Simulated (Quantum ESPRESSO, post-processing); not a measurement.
# Ni(111), 5 layers against a metal electrode, stepped through the charge of the slab, part 5 of 5

Wanted: a table for Ni(111), 5 layers against a metal electrode against the charge of the slab, and what can be fitted to it.

Quantum ESPRESSO 7.5; plane-wave DFT, PBE, GBRV ultrasoft pseudopotentials.

So far. Step 6 (Self-consistent run, 0 ×10¹³ e/cm²): Inside the slab this potential holds the local part of the pseudopotentials, which can be repulsive at the nuclei; only its value in the vacuum has a meaning of its own. Step 7 (SCF with pw.x, 1 ×10¹³ e/cm²): Inside the slab this potential holds the local part of the pseudopotentials, which can be repulsive at the nuclei; only its value in the vacuum has a meaning of its own.

**8. Ground state, -1.5 ×10¹³ e/cm²**

m1.esm.in reads:

```
&control
  prefix = 'm1.esm'
  outdir = './out'
  pseudo_dir = './pseudo'
  calculation = 'scf'
  tprnfor = .true.
/
&system
  ibrav = 0
  nat = 5
  ntyp = 1
  ecutwfc = 40
  ecutrho = 200
  occupations = 'smearing'
  smearing = 'mv'
  degauss = 0.02
  assume_isolated = 'esm'
  esm_bc = 'bc3'
  tot_charge = -0.00805
  nspin = 2
  starting_magnetization(1) = 0.12
/
&electrons
  conv_thr = 1e-08
  mixing_beta = 0.25
  electron_maxstep = 160
  mixing_mode = 'local-TF'
  mixing_ndim = 12
  startingpot = 'file'
/
ATOMIC_SPECIES
  Ni  58.6934  ni_pbe_v1.4.uspp.F.UPF
CELL_PARAMETERS angstrom
  2.48729573353646 0.00000000000000 0.00000000000000
  1.24364786676823 2.15406129196723 0.00000000000000
  0.00000000000000 0.00000000000000 23.11310748511821
ATOMIC_POSITIONS crystal
  Ni  0.666666666700 0.666666666700 -0.109555738158
  Ni  0.000000000000 0.000000000000 -0.022998633858
  Ni  0.333333333300 0.333333333300 0.064898240142
  Ni  0.666666666700 0.666666666700 0.152795114142
  Ni  0.000000000000 0.000000000000 0.239352218442
K_POINTS automatic
  12 12 1 0 0 0
```

Started as:

```bash
cp -r out/m2.esm.save out/m1.esm.save
OMP_NUM_THREADS=1 mpirun -n 4 pw.x -nk 4 -in m1.esm.in > m1.esm.out
```

The program printed:

```text
[banner, memory and clock lines left out]
Program PWSCF v.7.5 starts
[...]
Message from routine setup:
[...]
number of electrons       =        90.01
     number of Kohn-Sham states=           54
     kinetic-energy cutoff     =      40.0000  Ry
     charge density cutoff     =     200.0000  Ry
[...]
number of k points=    19  Marzari-Vanderbilt smearing, width (Ry)=  0.0200
[...]
Dense  grid:    39965 G-vectors     FFT dimensions: (  24,  24, 200)
[...]
The initial density is read from file :
[...]
negative rho (up, down):  2.309E-04 2.863E-04
     Starting wfcs are   65 randomized atomic wfcs
[...]
negative rho (up, down):  5.494E-04 5.438E-04
[...]
estimated scf accuracy    <       7.84562213 Ry
     total magnetization       =     3.67 Bohr mag/cell
     absolute magnetization    =     4.24 Bohr mag/cell
[...]
negative rho (up, down):  7.423E-04 7.111E-04
[...]
estimated scf accuracy    <       5.07483062 Ry
     total magnetization       =     3.52 Bohr mag/cell
     absolute magnetization    =     4.09 Bohr mag/cell
[...]
negative rho (up, down):  1.084E-03 1.013E-03
[...]
estimated scf accuracy    <       0.57548699 Ry
     total magnetization       =     3.58 Bohr mag/cell
     absolute magnetization    =     4.15 Bohr mag/cell
[...]
negative rho (up, down):  1.533E-03 1.413E-03
[...]
estimated scf accuracy    <       0.14222494 Ry
     total magnetization       =     3.57 Bohr mag/cell
     absolute magnetization    =     4.14 Bohr mag/cell
[...]
negative rho (up, down):  1.736E-03 1.610E-03
[...]
estimated scf accuracy    <       0.00458775 Ry
     total magnetization       =     3.57 Bohr mag/cell
     absolute magnetization    =     4.14 Bohr mag/cell
[...]
negative rho (up, down):  1.680E-03 1.565E-03
[...]
estimated scf accuracy    <       0.01710943 Ry
     total magnetization       =     3.57 Bohr mag/cell
     absolute magnetization    =     4.13 Bohr mag/cell
[...]
negative rho (up, down):  1.327E-03 1.268E-03
[...]
estimated scf accuracy    <       0.02905652 Ry
     total magnetization       =     3.57 Bohr mag/cell
     absolute magnetization    =     4.14 Bohr mag/cell
[...]
negative rho (up, down):  1.248E-03 1.205E-03
[...]
estimated scf accuracy    <       0.00797652 Ry
     total magnetization       =     3.57 Bohr mag/cell
     absolute magnetization    =     4.14 Bohr mag/cell
[...]
negative rho (up, down):  1.116E-03 1.103E-03
[...]
estimated scf accuracy    <       0.00600975 Ry
     total magnetization       =     3.57 Bohr mag/cell
     absolute magnetization    =     4.14 Bohr mag/cell
[...]
negative rho (up, down):  1.067E-03 1.058E-03
[...]
estimated scf accuracy    <       0.00171200 Ry
     total magnetization       =     3.57 Bohr mag/cell
     absolute magnetization    =     4.14 Bohr mag/cell
[...]
negative rho (up, down):  9.700E-04 9.685E-04
[...]
estimated scf accuracy    <       0.00019659 Ry
     total magnetization       =     3.57 Bohr mag/cell
     absolute magnetization    =     4.14 Bohr mag/cell
[...]
negative rho (up, down):  9.234E-04 9.258E-04
[...]
estimated scf accuracy    <       0.00020358 Ry
     total magnetization       =     3.57 Bohr mag/cell
     absolute magnetization    =     4.14 Bohr mag/cell
[...]
negative rho (up, down):  7.355E-04 7.544E-04
[...]
estimated scf accuracy    <       0.00026905 Ry
     total magnetization       =     3.57 Bohr mag/cell
     absolute magnetization    =     4.14 Bohr mag/cell
[...]
negative rho (up, down):  6.565E-04 6.816E-04
[...]
estimated scf accuracy    <       0.00013739 Ry
     total magnetization       =     3.57 Bohr mag/cell
     absolute magnetization    =     4.14 Bohr mag/cell
[...]
negative rho (up, down):  4.866E-04 5.243E-04
[...]
estimated scf accuracy    <       0.00041123 Ry
     total magnetization       =     3.57 Bohr mag/cell
     absolute magnetization    =     4.14 Bohr mag/cell
[...]
negative rho (up, down):  3.762E-04 4.212E-04
[...]
estimated scf accuracy    <       0.00005255 Ry
     total magnetization       =     3.57 Bohr mag/cell
     absolute magnetization    =     4.14 Bohr mag/cell
[...]
negative rho (up, down):  3.856E-04 4.308E-04
[...]
estimated scf accuracy    <       0.00000659 Ry
     total magnetization       =     3.57 Bohr mag/cell
     absolute magnetization    =     4.14 Bohr mag/cell
[...]
negative rho (up, down):  3.533E-04 3.996E-04
[...]
estimated scf accuracy    <       0.00003191 Ry
     total magnetization       =     3.57 Bohr mag/cell
     absolute magnetization    =     4.14 Bohr mag/cell
[...]
negative rho (up, down):  2.519E-04 3.032E-04
[...]
estimated scf accuracy    <       0.00000685 Ry
     total magnetization       =     3.57 Bohr mag/cell
     absolute magnetization    =     4.14 Bohr mag/cell
[...]
negative rho (up, down):  2.447E-04 2.961E-04
[...]
estimated scf accuracy    <       0.00000124 Ry
     total magnetization       =     3.57 Bohr mag/cell
     absolute magnetization    =     4.14 Bohr mag/cell
[...]
negative rho (up, down):  2.462E-04 2.977E-04
[...]
estimated scf accuracy    <       0.00000013 Ry
     total magnetization       =     3.57 Bohr mag/cell
     absolute magnetization    =     4.14 Bohr mag/cell
[...]
negative rho (up, down):  2.383E-04 2.901E-04
[...]
estimated scf accuracy    <       0.00000037 Ry
     total magnetization       =     3.57 Bohr mag/cell
     absolute magnetization    =     4.14 Bohr mag/cell
[...]
negative rho (up, down):  2.332E-04 2.852E-04
[...]
estimated scf accuracy    <       0.00000008 Ry
     total magnetization       =     3.57 Bohr mag/cell
     absolute magnetization    =     4.14 Bohr mag/cell
[...]
negative rho (up, down):  2.255E-04 2.777E-04
[...]
estimated scf accuracy    <       0.00000014 Ry
     total magnetization       =     3.57 Bohr mag/cell
     absolute magnetization    =     4.14 Bohr mag/cell
[...]
negative rho (up, down):  2.247E-04 2.770E-04
[...]
estimated scf accuracy    <       0.00000003 Ry
     total magnetization       =     3.57 Bohr mag/cell
     absolute magnetization    =     4.14 Bohr mag/cell
[...]
negative rho (up, down):  2.251E-04 2.774E-04
[...]
estimated scf accuracy    <       0.00000006 Ry
     total magnetization       =     3.57 Bohr mag/cell
     absolute magnetization    =     4.14 Bohr mag/cell
[...]
negative rho (up, down):  2.242E-04 2.766E-04
[...]
the Fermi energy is    -3.8466 ev
!    total energy              =   -1716.29629790 Ry
     estimated scf accuracy    <          1.5E-09 Ry
     smearing contrib. (-TS)   =      -0.00017539 Ry
     internal energy E=F+TS    =   -1716.29612252 Ry
[...]
one-electron contribution = -169861.18166002 Ry
     hartree contribution      =   84916.99235734 Ry
     xc contribution           =    -177.70330717 Ry
     ewald contribution        =   83405.59648734 Ry
     total magnetization       =     3.57 Bohr mag/cell
     absolute magnetization    =     4.14 Bohr mag/cell
     convergence has been achieved in  27 iterations
     negative rho (up, down):  2.242E-04 2.766E-04
[...]
Total force =     0.001033     Total SCF correction =     0.000281
[...]
```

Elapsed: 1.7 min, on 4 MPI ranks of Arm Neoverse V1, shared host; peak memory 0.63 GiB; 6.9 min of CPU time.

Numbers from this step:

```
Fermi energy                                                   : -3.847 eV
magnetization                                                  : 3.57 μB
site moments                                                   : 0.7715, 0.7712, 0.7279, 0.7702, 0.7692 μB
vacuum line at the lower end of the cell, over the Fermi level : 5.038 eV
slope of the potential above                                   : -0.2715 eV/Å
vacuum line at the upper end of the cell, over the Fermi level : 3.847 eV
```

Inside the slab this potential holds the local part of the pseudopotentials, which can be repulsive at the nuclei; only its value in the vacuum has a meaning of its own.

**9. Ground state, -3 ×10¹³ e/cm²**

m0.esm.in is the input of step 8 with these lines changed:

```diff
@@ -1,3 +1,3 @@
 &control
-  prefix = 'm1.esm'
+  prefix = 'm0.esm'
   outdir = './out'
@@ -18,3 +18,3 @@
   esm_bc = 'bc3'
-  tot_charge = -0.00805
+  tot_charge = -0.0161
   nspin = 2
```

Started as:

```bash
cp -r out/m1.esm.save out/m0.esm.save
OMP_NUM_THREADS=1 mpirun -n 4 pw.x -nk 4 -in m0.esm.in > m0.esm.out
```

The program printed:

```text
[banner, memory and clock lines left out]
Program PWSCF v.7.5 starts
[...]
Message from routine setup:
[...]
number of electrons       =        90.02
     number of Kohn-Sham states=           54
     kinetic-energy cutoff     =      40.0000  Ry
     charge density cutoff     =     200.0000  Ry
[...]
number of k points=    19  Marzari-Vanderbilt smearing, width (Ry)=  0.0200
[...]
Dense  grid:    39965 G-vectors     FFT dimensions: (  24,  24, 200)
[...]
The initial density is read from file :
[...]
negative rho (up, down):  2.243E-04 2.766E-04
     Starting wfcs are   65 randomized atomic wfcs
[...]
negative rho (up, down):  4.746E-04 4.845E-04
[...]
estimated scf accuracy    <       7.73773083 Ry
     total magnetization       =     3.67 Bohr mag/cell
     absolute magnetization    =     4.24 Bohr mag/cell
[...]
negative rho (up, down):  6.988E-04 6.805E-04
[...]
estimated scf accuracy    <       5.16109618 Ry
     total magnetization       =     3.52 Bohr mag/cell
     absolute magnetization    =     4.09 Bohr mag/cell
[...]
negative rho (up, down):  1.047E-03 9.904E-04
[...]
estimated scf accuracy    <       0.60841443 Ry
     total magnetization       =     3.58 Bohr mag/cell
     absolute magnetization    =     4.14 Bohr mag/cell
[...]
negative rho (up, down):  1.544E-03 1.443E-03
[...]
estimated scf accuracy    <       0.18265926 Ry
     total magnetization       =     3.57 Bohr mag/cell
     absolute magnetization    =     4.14 Bohr mag/cell
[...]
negative rho (up, down):  1.647E-03 1.533E-03
[...]
estimated scf accuracy    <       0.01974093 Ry
     total magnetization       =     3.56 Bohr mag/cell
     absolute magnetization    =     4.13 Bohr mag/cell
[...]
negative rho (up, down):  1.698E-03 1.579E-03
[...]
estimated scf accuracy    <       0.01058669 Ry
     total magnetization       =     3.56 Bohr mag/cell
     absolute magnetization    =     4.13 Bohr mag/cell
[...]
negative rho (up, down):  1.411E-03 1.325E-03
[...]
estimated scf accuracy    <       0.03150513 Ry
     total magnetization       =     3.56 Bohr mag/cell
     absolute magnetization    =     4.13 Bohr mag/cell
[...]
negative rho (up, down):  1.246E-03 1.189E-03
[...]
estimated scf accuracy    <       0.01288675 Ry
     total magnetization       =     3.57 Bohr mag/cell
     absolute magnetization    =     4.14 Bohr mag/cell
[...]
negative rho (up, down):  1.133E-03 1.101E-03
[...]
estimated scf accuracy    <       0.01026721 Ry
     total magnetization       =     3.57 Bohr mag/cell
     absolute magnetization    =     4.14 Bohr mag/cell
[...]
negative rho (up, down):  1.058E-03 1.036E-03
[...]
estimated scf accuracy    <       0.00064692 Ry
     total magnetization       =     3.57 Bohr mag/cell
     absolute magnetization    =     4.14 Bohr mag/cell
[...]
negative rho (up, down):  9.767E-04 9.681E-04
[...]
estimated scf accuracy    <       0.00024347 Ry
     total magnetization       =     3.56 Bohr mag/cell
     absolute magnetization    =     4.13 Bohr mag/cell
[...]
negative rho (up, down):  9.048E-04 9.047E-04
[...]
estimated scf accuracy    <       0.00104642 Ry
     total magnetization       =     3.57 Bohr mag/cell
     absolute magnetization    =     4.14 Bohr mag/cell
[...]
negative rho (up, down):  7.864E-04 7.981E-04
[...]
estimated scf accuracy    <       0.00053120 Ry
     total magnetization       =     3.57 Bohr mag/cell
     absolute magnetization    =     4.13 Bohr mag/cell
[...]
negative rho (up, down):  6.784E-04 6.966E-04
[...]
estimated scf accuracy    <       0.00030587 Ry
     total magnetization       =     3.56 Bohr mag/cell
     absolute magnetization    =     4.13 Bohr mag/cell
[...]
negative rho (up, down):  5.132E-04 5.444E-04
[...]
estimated scf accuracy    <       0.00041974 Ry
     total magnetization       =     3.56 Bohr mag/cell
     absolute magnetization    =     4.13 Bohr mag/cell
[...]
negative rho (up, down):  3.674E-04 4.094E-04
[...]
estimated scf accuracy    <       0.00019239 Ry
     total magnetization       =     3.56 Bohr mag/cell
     absolute magnetization    =     4.13 Bohr mag/cell
[...]
negative rho (up, down):  3.334E-04 3.769E-04
[...]
estimated scf accuracy    <       0.00002335 Ry
     total magnetization       =     3.56 Bohr mag/cell
     absolute magnetization    =     4.13 Bohr mag/cell
[...]
negative rho (up, down):  3.286E-04 3.720E-04
[...]
estimated scf accuracy    <       0.00000316 Ry
     total magnetization       =     3.56 Bohr mag/cell
     absolute magnetization    =     4.13 Bohr mag/cell
[...]
negative rho (up, down):  3.272E-04 3.709E-04
[...]
estimated scf accuracy    <       0.00000260 Ry
     total magnetization       =     3.56 Bohr mag/cell
     absolute magnetization    =     4.13 Bohr mag/cell
[...]
negative rho (up, down):  2.493E-04 2.961E-04
[...]
estimated scf accuracy    <       0.00000224 Ry
     total magnetization       =     3.56 Bohr mag/cell
     absolute magnetization    =     4.13 Bohr mag/cell
[...]
negative rho (up, down):  2.304E-04 2.786E-04
[...]
estimated scf accuracy    <       0.00000363 Ry
     total magnetization       =     3.56 Bohr mag/cell
     absolute magnetization    =     4.13 Bohr mag/cell
[...]
negative rho (up, down):  2.294E-04 2.780E-04
[...]
estimated scf accuracy    <       0.00000045 Ry
     total magnetization       =     3.56 Bohr mag/cell
     absolute magnetization    =     4.13 Bohr mag/cell
[...]
negative rho (up, down):  2.311E-04 2.797E-04
[...]
estimated scf accuracy    <       0.00000070 Ry
     total magnetization       =     3.56 Bohr mag/cell
     absolute magnetization    =     4.13 Bohr mag/cell
[...]
negative rho (up, down):  2.281E-04 2.771E-04
[...]
estimated scf accuracy    <       0.00000094 Ry
     total magnetization       =     3.56 Bohr mag/cell
     absolute magnetization    =     4.13 Bohr mag/cell
[...]
negative rho (up, down):  2.187E-04 2.680E-04
[...]
estimated scf accuracy    <       0.00000072 Ry
     total magnetization       =     3.56 Bohr mag/cell
     absolute magnetization    =     4.13 Bohr mag/cell
[...]
negative rho (up, down):  2.168E-04 2.661E-04
[...]
estimated scf accuracy    <       0.00000002 Ry
     total magnetization       =     3.56 Bohr mag/cell
     absolute magnetization    =     4.13 Bohr mag/cell
[...]
negative rho (up, down):  2.172E-04 2.665E-04
[...]
estimated scf accuracy    <       0.00000003 Ry
     total magnetization       =     3.56 Bohr mag/cell
     absolute magnetization    =     4.13 Bohr mag/cell
[...]
negative rho (up, down):  2.174E-04 2.667E-04
[...]
estimated scf accuracy    <       0.00000002 Ry
     total magnetization       =     3.56 Bohr mag/cell
     absolute magnetization    =     4.13 Bohr mag/cell
[...]
negative rho (up, down):  2.157E-04 2.650E-04
[...]
the Fermi energy is    -2.6713 ev
!    total energy              =   -1716.29841766 Ry
     estimated scf accuracy    <          1.7E-09 Ry
     smearing contrib. (-TS)   =      -0.00018708 Ry
     internal energy E=F+TS    =   -1716.29823058 Ry
[...]
one-electron contribution = -169868.96276642 Ry
     hartree contribution      =   84924.77395525 Ry
     xc contribution           =    -177.70590675 Ry
     ewald contribution        =   83405.59648734 Ry
     total magnetization       =     3.56 Bohr mag/cell
     absolute magnetization    =     4.13 Bohr mag/cell
     convergence has been achieved in  29 iterations
     negative rho (up, down):  2.157E-04 2.650E-04
[...]
Total force =     0.001212     Total SCF correction =     0.000297
[...]
```

Run time: 1.8 min. Hardware: 4 MPI ranks; peak memory 0.62 GiB.

This step gave:

- Fermi energy: -2.671 eV
- magnetization: 3.56 μB
- absolute magnetization: 4.13 μB
- site moments: 0.7712, 0.771, 0.7277, 0.7691, 0.7667 μB
- vacuum line at the lower end of the cell, over the Fermi level: 5.039 eV
- slope of the potential above: -0.5432 eV/Å
- vacuum line at the upper end of the cell, over the Fermi level: 2.672 eV

Inside the slab this potential holds the local part of the pseudopotentials, which can be repulsive at the nuclei; only its value in the vacuum has a meaning of its own.

**10. The series side by side**

The series in one table:

| the charge of the slab (positive: electrons removed) | electrode's level over the Fermi level (eV) | far face's level over the Fermi level (eV) | field in the gap (eV/Å) |
| --- | --- | --- | --- |
| -3 ×10¹³ e/cm² | 2.672 | 5.039 | -0.5432 |
| -1.5 ×10¹³ e/cm² | 3.847 | 5.038 | -0.2715 |
| 0 ×10¹³ e/cm² | 5.038 | 5.048 | 0.0001947 |
| 1 ×10¹³ e/cm² | 5.844 | 5.047 | 0.1815 |
| 2 ×10¹³ e/cm² | 6.653 | 5.036 | 0.3625 |
| 3 ×10¹³ e/cm² | 7.468 | 5.051 | 0.5438 |
| 4.5 ×10¹³ e/cm² | 8.697 | 5.045 | 0.8153 |
| 6 ×10¹³ e/cm² | 9.939 | 5.05 | 1.087 |
| 7 ×10¹³ e/cm² | 10.77 | 5.055 | 1.268 |
| 8 ×10¹³ e/cm² | 11.61 | 5.056 | 1.449 |

**11. Worked from the printed numbers**

Last interval: C = Δσ/ΔV = 0.00100 e/Å² / 0.835 V × 1602 = 1.92 µF/cm².

**12. Summary of results**

```yaml
mean_capacitance_at_positive_charge: 1.96 μF/cm²
effective_gap_eps_0_c: 4.53 Å
top_atoms_to_electrode: 6.02 Å
```

**Reading.** The series holds 10 members; mean capacitance at positive charge: 1.96 μF/cm²; effective gap ε₀/C: 4.53 Å; top atoms to electrode: 6.02 Å (PBE, GBRV ultrasoft). Interval by interval C lies between 1.92 and 2.05 µF/cm². The far face's level moves by 0.02 eV over the series: the slab screens like a metal, and averaged over the positive charges the image plane lies 1.50 Å above the top atoms. Vacuum fills the gap; ions don't answer the charge; added electrons can spill towards the electrode at the most negative charges.

[Logs are printed without paths, hosts, clocks, repeated set-up lines and the standing remarks that a program may print on its own settings, such as how far it seeks lower states.]

[Hosts, paths, dates, database ids (printed as entryN), source tags and the programs' standing remarks are cut or masked in the printed files.]

[Maps of the electrostatic potential energy from Ansatz leave out the sawtooth potential of an applied field or a dipole correction, so their vacuum need not be flat; planar profiles and work functions include it.]
